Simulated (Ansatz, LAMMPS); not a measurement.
# Structural relaxation of glassy 46SiO2-16Al2O3-16BaO-16Li2O-5Sc2O3 (mol %) (121 atoms), part 3 of 3

Wanted: the relaxed structure of glassy 46SiO2-16Al2O3-16BaO-16Li2O-5Sc2O3 (mol %) (121 atoms) and its electronic structure.

Ansatz 0.2.0; Kohn-Sham DFT, PBE, PAW (set soft_2), plane waves.

The cell: 17 Si, 12 Al, 6 Ba, 12 Li, 4 Sc and 70 O. The quench rate of 30 K/ps far exceeds what a furnace or splat quench reaches. The network of bonds at the start is that of the classical potential that made the cell. The Brillouin zone is sampled at Γ only, in a cell whose shortest periodic width is 12 Å. No spin–orbit coupling is included.

So far, density (g/cm³): step 5 (local order after relaxation) 3.22.

## Step 6: Single point at the relaxed geometry

One more single point at the end of the walk gives the fuller output and checks the residual forces.

Contents of input.yaml:

```yaml
crystal:
  lattice:
    - [11.57411, 0.0, 0.0]
    - [0.0, 11.57411, 0.0]
    - [0.0, 0.0, 11.57411]
  atoms:
    - { symbol: Si, position: [0.72035, 0.87472, 0.44958] }
    - { symbol: Si, position: [0.51656, 0.63269, 0.97335] }
    - { symbol: Si, position: [0.35933, 0.94609, 0.53008] }
    - { symbol: Si, position: [0.06959, 0.77646, 0.63634] }
    - { symbol: Si, position: [0.57372, 0.79592, 0.64166] }
    - { symbol: Si, position: [0.92341, 0.68085, 0.43456] }
    - { symbol: Si, position: [0.67859, 0.10803, 0.96389] }
    - { symbol: Si, position: [0.5461, 0.70918, 0.31964] }
    - { symbol: Si, position: [0.52304, 0.54931, 0.52601] }
    - { symbol: Si, position: [0.87575, 0.28369, 0.86992] }
    - { symbol: Si, position: [0.33205, 0.52473, 0.12553] }
    - { symbol: Si, position: [0.0867, 0.41266, 0.27814] }
    - { symbol: Si, position: [0.09682, 0.16951, 0.83569] }
    - { symbol: Si, position: [0.58391, 0.41258, 0.89178] }
    - { symbol: Si, position: [0.99573, 0.0561, 0.22012] }
    - { symbol: Si, position: [0.41558, 0.89741, 0.17365] }
    - { symbol: Si, position: [0.43498, 0.11968, 0.34883] }
    - { symbol: Al, position: [0.85406, 0.28133, 0.30978] }
    - { symbol: Al, position: [0.23555, 0.20188, 0.18728] }
    - { symbol: Al, position: [0.58225, 0.20624, 0.74283] }
    - { symbol: Al, position: [0.84784, 0.89736, 0.04558] }
    - { symbol: Al, position: [0.76191, 0.12606, 0.51307] }
    - { symbol: Al, position: [0.723, 0.69365, 0.13382] }
    - { symbol: Al, position: [0.97702, 0.64112, 0.16384] }
    - { symbol: Al, position: [0.00922, 0.01719, 0.49495] }
    - { symbol: Al, position: [0.2195, 0.15343, 0.58443] }
    - { symbol: Al, position: [0.36572, 0.34703, 0.65259] }
    - { symbol: Al, position: [0.20947, 0.76629, 0.06529] }
    - { symbol: Al, position: [0.0318, 0.72913, 0.91748] }
    - { symbol: Ba, position: [0.29779, 0.60507, 0.78882] }
    - { symbol: Ba, position: [0.8487, 0.95048, 0.75251] }
    - { symbol: Ba, position: [0.24065, 0.67558, 0.37604] }
    [... 83 atom lines left out ...]
    - { symbol: O, position: [0.64052, 0.63261, 0.25002] }
    - { symbol: O, position: [0.60281, 0.81083, 0.77655] }
    - { symbol: O, position: [0.55232, 0.19314, 0.33813] }
    - { symbol: O, position: [0.50216, 0.92994, 0.06973] }
    - { symbol: O, position: [0.43719, 0.21912, 0.70359] }
    - { symbol: O, position: [0.18086, 0.78661, 0.9128] }
kpoints:
  mp_grid: { grid: [1, 1, 1] }
hamiltonian:
  xc: pbe
scf:
  occupations: { method: fermi_dirac, width: 0.025 }
output:
  forces: true
  stress: true
  populations: true
  dos:
    method: { smearing: { sigma: 0.08 } }
    de: 0.1
    projected: { site_lists: { Al: [Al], Ba: [Ba], Li: [Li], O: [O], Sc: [Sc] } }
  eigenvalues: true
  write_density: true
  write_potential: true
  volumetric_format: npy
  elf: true
```

Run with:

```sh
$ ansatz run input.yaml --threads 4 --pin off --max-ram 8192MiB --backend cpu --events-out ev --progress --plain --runs-dir out
```

Numbers of over 12 decimals in the logs are rounded to 6 here.

Log:

```text
[...]
Crystal: 121 atoms, lattice volume = 1550.468 Å³
Basis set: ecut = 420 eV, 30551 PW (Γ), exchange–correlation on 160×160×160 points (8 copies of the dense FFT grid, shifted against one another)
Bands: 453, of which v1, the nominal top of the filled ones, is band 332 counted from 1 (331 counted from 0)
Symmetry: 1 space group operations
[...]
k-points: 1
[...]
SCF iter   1: F=—  HF=-103839.861066 eV  |F-HF|=—  |Δ(HF+E_count)|=         —  Δρ=1.94e-3  dr2=7.53e-2  ethr=1.77e-3  ⟨swp⟩=6.0  Hψ=1991  notcnv=0  defer=88
[...]
SCF iter  10: F=-103839.864278 eV  HF=-103839.864278 eV  |F-HF|=3.20e-9  |Δ(HF+E_count)|=   8.64e-8  Δρ=1.36e-6  dr2=2.74e-8  ethr=1.51e-11  ⟨swp⟩=22.0  Hψ=3943  notcnv=0
SCF 1 converged in 10 iterations: F = -103839.864278 eV  dr2 = 2.74e-8
[...]
SCF converged after 10 iterations
Free energy (F): -103839.864278 eV
[...]
Internal energy: -103839.864278 eV  (E = F + TS)
E sigma→0 (E₀):  -103839.864278 eV
Fermi energy:    6.725029 eV
[...]
--- Forces (eV/Å), atoms counted from 1 ---
  atom   1  Si    -0.00679186    -0.00070404     0.00994671
  atom   2  Si    -0.00790992     0.00436463     0.00818204
  atom   3  Si     0.00459765     0.00422882     0.00421942
  atom   4  Si    -0.01327176     0.00470900     0.00277347
  atom   5  Si     0.00911910     0.01407029    -0.00671780
  atom   6  Si     0.00244046    -0.00211339    -0.01133318
  atom   7  Si    -0.00068934     0.00736156    -0.00194339
  atom   8  Si    -0.00160789     0.01945693    -0.00829577
  atom   9  Si     0.01677143     0.01254770     0.00613115
  atom  10  Si    -0.00568753    -0.00232966    -0.00724900
  atom  11  Si     0.00649066     0.00475821    -0.00485762
  atom  12  Si    -0.01049332    -0.00642138    -0.00248129
  atom  13  Si     0.00307846    -0.01174826    -0.00232054
  atom  14  Si     0.01851307     0.00751921    -0.00515402
[...]
atom 120  O     -0.00487896     0.00419421    -0.00382812
  atom 121  O     -0.00178550     0.00330800    -0.00510853
  max |Σ_I F_I| component: 5.76e-5 eV/Å
--- Stress (GPa, compression-positive) ---
        3.230981       0.917764      -0.570182
        0.917766       0.768774       1.171530
       -0.570183       1.171530       0.604471
  P = ⅓ Tr σ = 1.5347 GPa (15.347 kbar)
--- Band table (eV) ---
[...]
--- Löwdin populations: 121 sites ---
  site symbol       q [e]
     0     Si      2.2794
     1     Si      2.3611
     2     Si      2.3496
[...]
120      O      6.8577
  spilling = 0.011037 (of n_electrons = 664.000000)
```

Run time: 31 s. Hardware: 4 threads of Arm Neoverse V2, shared host; peak memory 2.3 GiB; 2 min of CPU time.

The run gave:

| Item | Value |
| --- | --- |
| free energy | -103839.8643 eV |
| free energy per atom | -858.1807 eV/atom |
| SCF cycles | 10 |
| pressure | 1.535 GPa |
| r.m.s. force component | 0.00613 eV/Å |
| longest force | 0.02578 eV/Å |
| Fermi energy | 6.725 eV |
| gap (highest filled to lowest empty level) | 4.052 eV |
| spilling of the projection | 0.01104 |

Löwdin charges by element (they lack the spilled electrons, 0.061 e an atom on average):

```
element  coordination  atoms  mean charge (e)  spread  least    most
     Al           all     12             1.24  0.0424   1.13    1.29
     Ba           all      6             1.90  0.0137   1.88    1.92
     Li           all     12            0.795  0.0211  0.747   0.825
      O           all     70           -0.878  0.0723  -1.12  -0.719
     Sc           all      4             1.26  0.0255   1.23    1.30
     Si           all     17             1.65  0.0382   1.59    1.72
```

Density of states as counts of states in windows of 1 eV (from the Fermi level), total and the larger projections:

| from (eV) | to (eV) | total | O p | Sc d | Ba p |
| --- | --- | --- | --- | --- | --- |
| -14 | -13 | 0.9 | 0.0 | 0.0 | 0.8 |
| -13 | -12 | 29.1 | 1.1 | 0.0 | 27.3 |
| -12 | -11 | 8.0 | 1.7 | 0.0 | 5.5 |
| -11 | -10 | 8.0 | 5.3 | 0.0 | 0.0 |
| -10 | -9 | 9.5 | 6.5 | 0.0 | 0.1 |
| -9 | -8 | 17.0 | 12.2 | 0.1 | 0.1 |
| -8 | -7 | 27.9 | 21.0 | 0.2 | 0.1 |
| -7 | -6 | 47.6 | 36.8 | 0.7 | 0.2 |
| -6 | -5 | 61.2 | 50.9 | 0.7 | 0.3 |
| -5 | -4 | 88.0 | 78.1 | 1.7 | 0.3 |
| -4 | -3 | 94.9 | 88.2 | 1.3 | 0.3 |
| -3 | -2 | 63.0 | 59.8 | 0.4 | 0.3 |
| -2 | -1 | 0.8 | 0.8 | 0.0 | 0.0 |
| -1 | 1 | 0.0 | 0.0 | 0.0 | 0.0 |
| 1 | 2 | 0.5 | 0.0 | 0.0 | 0.0 |
| 2 | 3 | 15.6 | 1.1 | 10.9 | 0.0 |
| 3 | 4 | 32.2 | 2.8 | 12.7 | 0.0 |
| 4 | 5 | 41.6 | 3.3 | 5.2 | 0.0 |

The curve was stored every 0.10 eV, coarse against its broadening of 0.08 eV, so these counts are rough.

Between -26 and -14 eV lie 140 more states.

The stored curve holds about 596 of the 664 electrons; the rest, give or take the few that broadening carries across the Fermi level, lie in deeper levels below its range.

Not all projections were asked for or kept, so they needn't add up to the total.

The levels nearest the highest filled one (over half full), pooled over k-points and spins:

```csv
level less the highest filled one (eV),occupation
-0.342,2
-0.326,2
-0.264,2
-0.246,2
-0.213,2
0,2
4.05,0
4.39,0
4.62,0
4.64,0
4.78,0
4.84,0
```

Electrostatic potential energy in the ac plane at fractional y = 0.298, with atoms of Si and Al and Li and Sc and O within 0.2 Å of it. With pseudopotentials it is smooth inside the atoms' cores, unlike the true potential.

Values in eV, 13 rows by 16 columns, each cell a mean:
```
  9  -1 -17   1 -21 -28  -6 -15 -13   8  10  10   8  -1 -10   3
  8   2 -11   4 -11 -18   0   7   7   7   8  10   4 -25 -28  -4
  9   9  10  10   9   7   9  10   7   2   3  10   8  -6  -9   5
  9   9  10  10   8   1   1   7   7   1   3   6   7   8   8  10
 -2   3   9  10   5  -8  -8   5   9   8   7  -3  -2   8   9   4
-21  -9   6   1 -24  -6   4   8   9   8   8   7   7   9   6  -6
 -5   1   8   7  -8   5  10   9   7  -5  -7   7   0   8   8   2
  8   9  10   9   6   6   9  10   8  -7  -9   6 -11  -1   6   7
  4   9   9   8   6   7   9  10   9   8   8   9   1  -5  -6  -4
  9   7   2   7   8  10  10   7  -1  -2   6  10   1  -5  -4   7
 10   0 -27  -2   5   9   9   2 -20 -22   0   9   5   6   8  10
 10   9   5   8   8   9   9   6  -5  -6   5   9   4   0   8  10
  9   8   9   8   3   1   7   7   7   9  10  10   7   6   4   7
```
Columns run along a (11.6 Å; values clipped at the 3rd and 97th percentile), rows up along c (11.6 Å). Atoms in or near the plane, at fractional coordinates: Si at (0.88, 0.87), Al at (0.85, 0.31), Li at (0.62, 0.45), Sc at (0.32, 0.93), O at (0.28, 0.54).

Valence density in the ac plane at fractional y = 0.298, with atoms of Si and Al and Li and Sc and O within 0.2 Å of it. It is the smooth field of the valence electrons, not physical close to the nuclei.

Ten steps, logarithmic in the rise over the least value, from '0' (0.0 e/Å³) to '9' (6.8 e/Å³), each cell a mean:
```
223576534798645787521011222346664
224799746999855787521112343345543
124688644788633454321112333322332
112344322344211122233321123333332
101111112232111112345532113455431
000111112232222222456642112455421
001121111222344432345432112344321
111221111222344432122222431122111
343211123332233211001113531000113
555321246764321100000111110000134
665422369986310000000001111100135
554311358975210000002111233311124
222100134442100000169843577531112
221000011211000000169843577642123
532000000121000001123212455532345
642100001122100011221001233212467
532111111122100012221001233112355
222344321111100123432112354322222
113578642111001245554323565432111
014699752100001356665322454321000
012567532110001245655311223210000
001233211111000123443110012311110
100111111111111222211000001123332
211232211344223554310000111235654
```
Columns run along a (11.6 Å), rows up along c (11.6 Å). Atoms in or near the plane, at fractional coordinates: Si at (0.88, 0.87), Al at (0.85, 0.31), Li at (0.62, 0.45), Sc at (0.32, 0.93), O at (0.28, 0.54).

Mean Löwdin charges: Al +1.24, Ba +1.90, Li +0.80, O -0.88, Sc +1.26, Si +1.65 e (they miss 1.1 % of the electrons, so they add up to more than the cell's charge). The largest share in the top eV of filled states is O p (97 % of the projected weight), and in the lowest eV of empty states Sc d (74 % of the projected weight).

Local excerpt of 13 atoms (numbers count through the whole input) about Sc48, one of the 4 Sc atoms; x, y, z are measured from there.

```csv
atom,x,y,z,distance (Å),bonds,Löwdin charge (e)
Sc48,0.00,0.00,0.00,0.00,6,1.30
O74,-0.47,1.66,-1.01,2.00,3,-0.86
O90,-1.84,-0.88,-0.26,2.06,4,-0.86
O83,-0.42,0.88,1.92,2.15,3,-0.79
O60,0.69,-1.77,-1.03,2.16,3,-0.78
O108,2.17,0.35,0.07,2.20,4,-0.78
O79,0.77,-1.21,2.03,2.49,3,-0.83
Si12,0.09,-0.17,3.11,3.12,4,1.64
Sc51,2.77,-1.36,-0.91,3.22,5,1.27
Li42,-3.11,0.25,0.91,3.25,4,0.75
Al24,-1.18,2.47,1.79,3.27,4,1.28
Si10,-2.35,-1.67,-1.62,3.30,4,1.62
Si11,2.93,1.12,1.34,3.41,4,1.60
```

The column of bonds counts only the pairs O-Si within 2.08 Å, O-Al within 2.33 Å, O-Li within 2.33 Å, O-Ba within 3.29 Å, O-Sc within 2.76 Å; other neighbours, such as metal atoms beside each other in a compound, aren't counted, and periodic images can show an atom twice.

## Step 7: Outcome

| Quantity | Value |
| --- | --- |
| energy change in the relaxation | -46.01 meV/atom |
| r.m.s. displacement | 0.28 Å |
| largest displacement | 1.124 Å |
| free energy per atom | -858.1807 eV/atom |
| pressure | 1.535 GPa |
| r.m.s. force component | 0.00613 eV/Å |
| gap (highest filled to lowest empty level) | 4.052 eV |
| wall time of the 3 DFT runs | 7.1 min |

In words: Relaxation lowers the energy by 46.0 meV/atom and moves atoms by 0.28 Å r.m.s.; the r.m.s. force component goes from 0.84 to 0.0061 eV/Å, the pressure goes from 6.1 to 1.5 GPa, and the gap from 3.75 to 4.05 eV. From the first step to the last the energy fell by 5.567 eV, and the largest move was 1.12 Å (Li46). The O-Ba bonds change most in mean length: from 2.958 Å (spread 0.168) to 2.833 Å (spread 0.187), and their number from 46 to 42. Counting bonds to Si and Al alone, not to Sc, 66 % of the oxygens join two of these atoms and 31 % one; 1 % join three; 1 % join none. The highest filled and lowest empty levels differ by 4.05 eV (at Γ alone); a semilocal functional tends to put such gaps too low. In a disordered cell it changes from sample to sample, and tail or defect levels can set it.

What to keep in mind: The starting topology of bonds comes from the classical model; in DFT atoms moved by 0.28 Å r.m.s. The pressure of 1.5 GPa says that the cell would expand at this level of theory.

[Logs are printed without paths, hosts, clocks, repeated set-up lines and the standing remarks that a program may print on its own settings, such as how far it seeks lower states.]

[Hosts, paths, dates, database ids (printed as entryN), source tags and the programs' standing remarks are cut or masked in the printed files.]
